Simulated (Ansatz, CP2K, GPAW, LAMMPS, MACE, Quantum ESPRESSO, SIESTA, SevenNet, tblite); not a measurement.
# SIESTA on liquid N-methylformamide at 298 K (108 atoms): settings against a plane-wave reference, part 2 of 2

Wanted: SIESTA inputs and outputs for liquid N-methylformamide at 298 K (108 atoms), checked against a plane-wave reference.

Program: SIESTA 5.4.2; the method stands at each step. Banners, paths, timers and routine set-up lines are dropped from the logs unmarked, and long logs keep their key lines alone; longer cuts are marked. The potentials were converted by us to PSML.

So far. Step 2 (PBE, DZP, shift 0.01 Ry, mesh 500 Ry): Forces lie 39 % from the reference's, at 0.68 times its CPU time. Step 3 (PBE, SZP, shift 0.01 Ry, mesh 500 Ry): Against the first run (39 %), the force difference from the reference is 129 %, at 0.86 times the CPU time, with 672 basis functions against 924: the smaller basis costs accuracy.

## Step 4: PBE, DZP, shift 0.04 Ry, mesh 500 Ry

Method: Kohn-Sham DFT, PBE, PseudoDojo 0.4.1 norm-conserving pseudopotentials (converted to PSML), numerical atomic orbitals (DZP), diagonalisation.

File input.fdf:

```
SystemLabel cell
NumberOfAtoms 108
NumberOfSpecies 4
%block ChemicalSpeciesLabel
  1 6 C
  2 7 N
  3 8 O
  4 1 H
%endblock ChemicalSpeciesLabel
LatticeConstant 1.0 Ang
%block LatticeVectors
  10.55022 0.00000 0.00000
  0.00000 10.55022 0.00000
  0.00000 0.00000 10.55022
%endblock LatticeVectors
PAO.BasisSize DZP
PAO.EnergyShift 0.04 Ry
XC.Functional GGA
XC.Authors PBE
MeshCutoff 500 Ry
%block kgrid_Monkhorst_Pack
  1 0 0 0.0
  0 1 0 0.0
  0 0 1 0.0
%endblock kgrid_Monkhorst_Pack
SolutionMethod diagon
OccupationFunction FD
ElectronicTemperature 580 K
SCF.Mixer.Method Pulay
SCF.Mixer.Weight 0.15
SCF.Mixer.History 8
SCF.Mix Hamiltonian
MaxSCFIterations 300
SCF.DM.Tolerance 1e-04
SCF.H.Tolerance 1.0e-3 eV
WriteForces T
Write.HirshfeldPop T
Write.VoronoiPop T
Write.DM F
Write.H F
XML.Write F
AtomicCoordinatesFormat Fractional
%block AtomicCoordinatesAndAtomicSpecies
[... 108 atom lines left out: the same atoms as in the first run ...]
%endblock AtomicCoordinatesAndAtomicSpecies
```

On the command line:

```sh
> OMP_NUM_THREADS=1 mpirun -np 2 siesta < input.fdf > output.txt
```

Output:

```text
Version         : 5.4.2
reinit: System Name:
reinit: System Label: cell
initatom: Reading input for the pseudopotentials and atomic orbitals ----------
Species number:   1 Atomic number:    6 Label: C
Species number:   2 Atomic number:    7 Label: N
Species number:   3 Atomic number:    8 Label: O
Species number:   4 Atomic number:    1 Label: H
Ground state valence configuration (from tables):   2s02  2p02  3d00  4f00
Ground state valence configuration (from tables):   2s02  2p03  3d00  4f00
Ground state valence configuration (from tables):   2s02  2p04  3d00  4f00
Ground state valence configuration (from tables):   1s01  2p00  3d00  4f00
---- Processing specs for species: C
GGA--PBE XC_GGA_X_PBE--XC_GGA_C_PBE pb
---- Processing specs for species: N
[... lines left out ...]
stepf: Fermi-Dirac step function
        iscf     Eharris(eV)        E_KS(eV)     FreeEng(eV)     dDmax    Ef(eV) dHmax(eV)
[... lines left out ...]
SCF Convergence by DM+H criterion
[... lines left out ...]
SCF cycle converged after 11 iterations
[... lines left out ...]
   Max    3.222061
[... lines left out ...]
   Max    3.222061    constrained
Stress tensor Voigt[x,y,z,yz,xz,xy] (kbar):       22.14       33.84       28.85       -2.16       -2.05        4.49
[... lines left out ...]
siesta: FreeEng =    -13629.054465
[... lines left out ...]
siesta:         Corr. =    -323.005929
siesta:   Exch.-corr. =   -4387.561461
siesta:  Ion-electron =  -25011.488685
siesta:       Ion-ion =   -2356.416847
siesta:         Total =  -13629.054465
siesta:         Fermi =      -1.526081
siesta: Stress tensor (static) (eV/Ang**3):
siesta:     0.013817    0.002804   -0.001280
siesta:     0.002804    0.021124   -0.001345
siesta:    -0.001280   -0.001346    0.018007
siesta: Cell volume =       1174.314836 Ang**3
siesta: Pressure (static):
siesta:                Solid            Molecule  Units
siesta:          -0.00019223         -0.00026644  Ry/Bohr**3
siesta:          -0.01764939         -0.02446379  eV/Ang**3
siesta:         -28.27743597        -39.19531481  kBar
    Orbital volume contribution        =          15.726682 eV
    (Free)E + p_basis*V_orbitals       =      -13613.327784 eV
    (Free)Eharris+ p_basis*V_orbitals  =      -13613.327785 eV
Hirshfeld Atomic Populations:
Atom #   charge [q] valence [e]  Species
     1     0.031101    3.968899  C
     2     0.019842    4.980158  N
     3     0.112157    3.887843  C
     4    -0.153698    6.153698  O
     5     0.020422    0.979578  H
     6    -0.007645    1.007645  H
     7    -0.005177    1.005177  H
[...]
10     0.025510    3.974490  C
    11     0.013758    4.986242  N
[...]
13    -0.152656    6.152656  O
[...]
20    -0.007207    5.007207  N
[...]
22    -0.191070    6.191070  O
[...]
--------------------
 Total    -0.000071
Voronoi Atomic Populations:
Atom #   charge [q] valence [e]  Species
[...]
92     0.041159    4.958841  N
[...]
94    -0.167502    6.167502  O
[...]
100     0.150491    3.849509  C
   101     0.018909    4.981091  N
   102     0.177840    3.822160  C
   103    -0.197302    6.197302  O
[...]
107     0.008361    0.991639  H
   108    -0.061490    1.061490  H
--------------------
 Total    -0.000071
```

Run time: 54 s. Hardware: 2 MPI ranks of Arm Neoverse V1, shared host; peak memory 1.1 GiB; 1.8 min of CPU time.

Numbers from this run, and their distance from the reference:

```
r.m.s. force component                           : 0.9768 eV/Å
r.m.s. difference of force components            : 454.7 meV/Å
longest difference of force vectors              : 2165 meV/Å
force difference over r.m.s. force               : 47.87 %
slope of forces against the reference's          : 0.9144
correlation of force components                  : 0.889
gap (highest filled to lowest empty level) : 3.821 eV
gap difference                                   : -0.2277 eV
pressure                                         : -2.828 GPa
pressure difference                              : -5.108 GPa
```

This is a coarse setting, run to see what it loses.

Against the first run (39 %), the force difference from the reference is 48 %, at 0.55 times the CPU time.

## Step 5: RPBE, PBE potentials, DZP, shift 0.01 Ry, mesh 500 Ry

Method: Kohn-Sham DFT, RPBE, PseudoDojo 0.4.1 norm-conserving pseudopotentials (converted to PSML), numerical atomic orbitals (DZP), diagonalisation.

Changes to input.fdf since step 4:

```diff
@@ -16,5 +16,5 @@
 PAO.BasisSize DZP
-PAO.EnergyShift 0.04 Ry
+PAO.EnergyShift 0.01 Ry
 XC.Functional GGA
-XC.Authors PBE
+XC.Authors RPBE
 MeshCutoff 500 Ry
```

Output:

```text
Version         : 5.4.2
reinit: System Name:
reinit: System Label: cell
initatom: Reading input for the pseudopotentials and atomic orbitals ----------
Species number:   1 Atomic number:    6 Label: C
Species number:   2 Atomic number:    7 Label: N
Species number:   3 Atomic number:    8 Label: O
Species number:   4 Atomic number:    1 Label: H
Ground state valence configuration (from tables):   2s02  2p02  3d00  4f00
Ground state valence configuration (from tables):   2s02  2p03  3d00  4f00
[... lines left out ...]
        iscf     Eharris(eV)        E_KS(eV)     FreeEng(eV)     dDmax    Ef(eV) dHmax(eV)
[... lines left out ...]
SCF Convergence by DM+H criterion
[... lines left out ...]
SCF cycle converged after 12 iterations
[... lines left out ...]
   Max    3.781314
[... lines left out ...]
   Max    3.781314    constrained
Stress tensor Voigt[x,y,z,yz,xz,xy] (kbar):      -55.36      -48.71      -54.65       -4.16      -10.85        0.83
[... lines left out ...]
siesta: FreeEng =    -13681.985710
[... lines left out ...]
siesta:         Fermi =      -4.204451
[... lines left out ...]
siesta:           0.03302113          0.02138801  eV/Ang**3
siesta:          52.90567934         34.26737098  kBar
    Orbital volume contribution        =          29.763921 eV
    (Free)E + p_basis*V_orbitals       =      -13652.221789 eV
    (Free)Eharris+ p_basis*V_orbitals  =      -13652.221790 eV
Hirshfeld Atomic Populations:
Atom #   charge [q] valence [e]  Species
     1    -0.028928    4.028928  C
     2    -0.033932    5.033932  N
     3     0.115100    3.884900  C
     4    -0.185141    6.185141  O
     5     0.044031    0.955969  H
     6     0.019818    0.980182  H
     7     0.018686    0.981314  H
[...]
10    -0.034671    4.034671  C
    11    -0.036067    5.036067  N
[...]
13    -0.190694    6.190694  O
[...]
20    -0.052703    5.052703  N
[...]
22    -0.224062    6.224062  O
[...]
--------------------
 Total     0.000007
Voronoi Atomic Populations:
Atom #   charge [q] valence [e]  Species
[...]
92    -0.040800    5.040800  N
[...]
94    -0.231042    6.231042  O
[...]
100     0.052746    3.947254  C
   101    -0.055478    5.055478  N
   102     0.153324    3.846676  C
   103    -0.243237    6.243237  O
[...]
107     0.080477    0.919523  H
   108    -0.018804    1.018804  H
--------------------
 Total     0.000007
```

It took 98 s on 2 MPI ranks; peak memory 1.6 GiB; 3.2 min of CPU time.

Compared with the plane-wave run:

| Item | Value |
| --- | --- |
| r.m.s. force component | 1.086 eV/Å |
| r.m.s. difference of force components | 317.6 meV/Å |
| longest difference of force vectors | 1055 meV/Å |
| force difference over r.m.s. force | 33.44 % |
| slope of forces against the reference's | 1.099 |
| correlation of force components | 0.9602 |
| gap (highest filled to lowest empty level) | 4.012 eV |
| gap difference | -0.0372 eV |
| pressure | 5.291 GPa |
| pressure difference | 3.01 GPa |

Against the first run (39 %), the force difference from the reference is 33 %, at 1.00 times the CPU time; another functional landing nearer a PBE reference means that errors partly cancel.

## Step 6: All runs compared

Differences are against the plane-wave reference, forces as r.m.s. over components; share is that over the reference's r.m.s. force, slope the least-squares factor from reference forces to these. Total energies of different programs have different zeros and aren't compared.

| run | Δ force, r.m.s. (meV/Å) | share (%) | slope | Δ pressure (GPa) | Δ gap (eV) | cores | CPU time | memory (GiB) |
| --- | --- | --- | --- | --- | --- | --- | --- | --- |
| reference | - | - | - | - | - | 2 | 4.8 min | 2.6 |
| SIESTA PBE, DZP, shift 0.01 Ry, mesh 500 Ry | 367 | 38.7 | 1.111 | 2.29 | -0.0636 | 2 | 3.3 min | 1.5 |
| SIESTA PBE, SZP, shift 0.01 Ry, mesh 500 Ry (coarse) | 1227 | 129 | 1.345 | 8.72 | -0.311 | 2 | 2.8 min | 1.4 |
| SIESTA PBE, DZP, shift 0.04 Ry, mesh 500 Ry (coarse) | 455 | 47.9 | 0.914 | -5.11 | -0.228 | 2 | 1.8 min | 1.1 |
| SIESTA RPBE, PBE potentials, DZP, shift 0.01 Ry, mesh 500 Ry | 318 | 33.4 | 1.099 | 3.01 | -0.0372 | 2 | 3.2 min | 1.6 |

Rows marked coarse were listed beforehand as settings not expected to be converged; some can still land near the reference.

CPU time is summed over cores on a shared host, where runs went side by side, so it is rough. Symmetry, cutoffs, thresholds, outputs and thread counts weren't matched or tuned between programs; memory under MPI is the largest rank's times the ranks.

## Step 7: What came out

| Property | Result |
| --- | --- |
| nearest in forces | SIESTA RPBE, PBE potentials, DZP, shift 0.01 Ry, mesh 500 Ry, 33 % |
| its CPU time | 3.2 min |

In words: The PBE run in local orbitals, coarse settings apart, differs by 39 % (SIESTA PBE, DZP, shift 0.01 Ry, mesh 500 Ry); basis, grid and potentials can all enter. Rows with another functional or a dispersion term differ by 33 % (SIESTA RPBE, PBE potentials, DZP, shift 0.01 Ry, mesh 500 Ry), which mixes the change of model with differences of basis and potentials, some of them made for another functional. Runs with settings chosen to be coarse differ by 48 % (SIESTA PBE, DZP, shift 0.04 Ry, mesh 500 Ry) to 129 % (SIESTA PBE, SZP, shift 0.01 Ry, mesh 500 Ry), their programs' other errors included. One electronic-structure run takes under half the reference's CPU time: SIESTA PBE, DZP, shift 0.04 Ry, mesh 500 Ry, at 48 % in 1.8 min against 4.8 min; its pressure misses by -5.1 GPa. At the same functional, gaps differ from the reference's 4.05 eV by between -0.31 and -0.06 eV. In pressure, SIESTA PBE, SZP, shift 0.01 Ry, mesh 500 Ry misses by +8.7 GPa, at the same functional. With short bonds to hydrogen, sets of potentials differ among themselves by several per cent in forces even at converged cutoffs, so the reference isn't exact here either. The reference's pressure holds the uncorrected Pulay stress of its 60 Ry basis, so small pressure differences, and their order, may be the reference's own error. The network of contacts between molecules at the start is that of the classical potential that made the cell, and needn't be the one that DFT or experiment would give. The reference's PBE has no dispersion term, which matters for the binding between molecules or layers. The density was typed from a rule of thumb and may lie off the real one at this temperature. The electronic-structure runs sample only Γ, in a cell whose shortest periodic width is 11 Å.

[Also dropped from logs without a mark: logging warnings of Python, and SIESTA's first energy breakdown and zero terms.]

[Logs are printed without paths, hosts, clocks, repeated set-up lines and the standing remarks that a program may print on its own settings, such as how far it seeks lower states.]

[Hosts, paths, dates, database ids (printed as entryN), source tags and the programs' standing remarks are cut or masked in the printed files.]
